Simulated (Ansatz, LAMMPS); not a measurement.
## Glassy 63GeO2-37Al2O3 (mol %) (112 atoms): a reference run and its variants

Density of this cell: 3.52 g/cm³. The cell holds 112 atoms: 19 Ge, 22 Al and 71 O. Its edges and angles: a = 11.360 Å, b = 11.360 Å, c = 11.360 Å, α = 90.0°, β = 90.0°, γ = 90.0°. 112 atoms (19 Ge, 22 Al, 71 O) placed at random at 3.4 g/cm³, melted at 4000 K for 10 ps at fixed volume with the Morse and Coulomb pair potential with partial charges (Pedone, Malavasi, Menziani, Cormack and Segre, J. Phys. Chem. B 110, 11780 (2006)). Quenched from 4000 K to 300 K at 20 K/ps and fixed volume, held 10 ps at zero pressure.

Geometry: as built.

Reference run: Kohn-Sham DFT, PBE, PAW (set soft_2), plane waves (Ansatz 0.2.0), cutoff 750 eV, Γ point, fixed occupations.

| Item | Value |
| --- | --- |
| r.m.s. force component | 1.211 eV/Å |
| gap (highest filled to lowest empty level) | 1.625 eV |
| SCF cycles | 9 |
| time | 73 s on 4 threads of Arm Neoverse N1, shared host |

Q: Estimate how much each variant changes the results, and its time and memory.
- support functions medium
- support functions low
- support functions high
- support functions medium, radius 3.53 Å
- support functions medium, radius 3.82 Å
- support functions medium, radius 4.08 Å
- support functions medium, radius 4.37 Å
- support functions medium, radius 4.91 Å
- support functions medium, radius 5.46 Å

Differences are against the run with plane waves at 750 eV (Kohn-Sham DFT, PBE, PAW (set soft_2), plane waves), whose r.m.s. force component is 1.21 eV/Å. Energies are set beside the reference only for runs with its functional, potentials and electron count. Times are for 4 threads of Arm Neoverse N1, shared host.

| run | Δ force, r.m.s. (meV/Å) | share of r.m.s. force (%) | Δ energy (meV/atom) | Δ gap (eV) | cycles | time | host memory (GiB) |
| --- | --- | --- | --- | --- | --- | --- | --- |
| reference | - | - | - | - | 9 | 73 s | 4.4 |
| support functions medium | 2.32 | 0.191 | -1.61 | -5.0e-4 | 15 | 6 min | 5.4 |
| support functions low | 2.33 | 0.192 | -1.61 | -3.0e-4 | 13 | 5.2 min | 5.3 |
| support functions high | 2.44 | 0.202 | -1.70 | -1.0e-4 | 17 | 24 min | 12 |
| support functions medium, radius 3.53 Å | 2.31 | 0.191 | -1.61 | -6.0e-4 | 15 | 5.6 min | 5.2 |
| support functions medium, radius 3.82 Å | 2.32 | 0.191 | -1.61 | -3.0e-4 | 15 | 6.9 min | 5.7 |
| support functions medium, radius 4.08 Å | 2.33 | 0.192 | -1.61 | -2.0e-4 | 16 | 9.1 min | 6.4 |
| support functions medium, radius 4.37 Å | 2.33 | 0.193 | -1.61 | -2.0e-4 | 16 | 12 min | 7.3 |
| support functions medium, radius 4.91 Å | 2.34 | 0.193 | -1.61 | -1.0e-4 | 16 | 19 min | 9.5 |
| support functions medium, radius 5.46 Å | 2.33 | 0.193 | -1.61 | -1.0e-4 | 16 | 32 min | 13 |

Among numerical settings the force difference runs from 2.3 meV/Å (support functions medium, radius 3.53 Å) to 2.4 meV/Å (support functions high). At 112 atoms the fastest of the runs at a preset level, support functions low, takes 4.3 times the time of plane waves, in 13 SCF cycles against 9. Differences between support functions and plane waves include what basis error the plane-wave run still has. As the radius goes from 3.53 to 5.46 Å, the force difference goes from 2.3 to 2.3 meV/Å, and the time from 5.6 min to 32 min. 

[Hosts, paths, dates, database ids (printed as entryN), source tags and the programs' standing remarks are cut or masked in the printed files.]
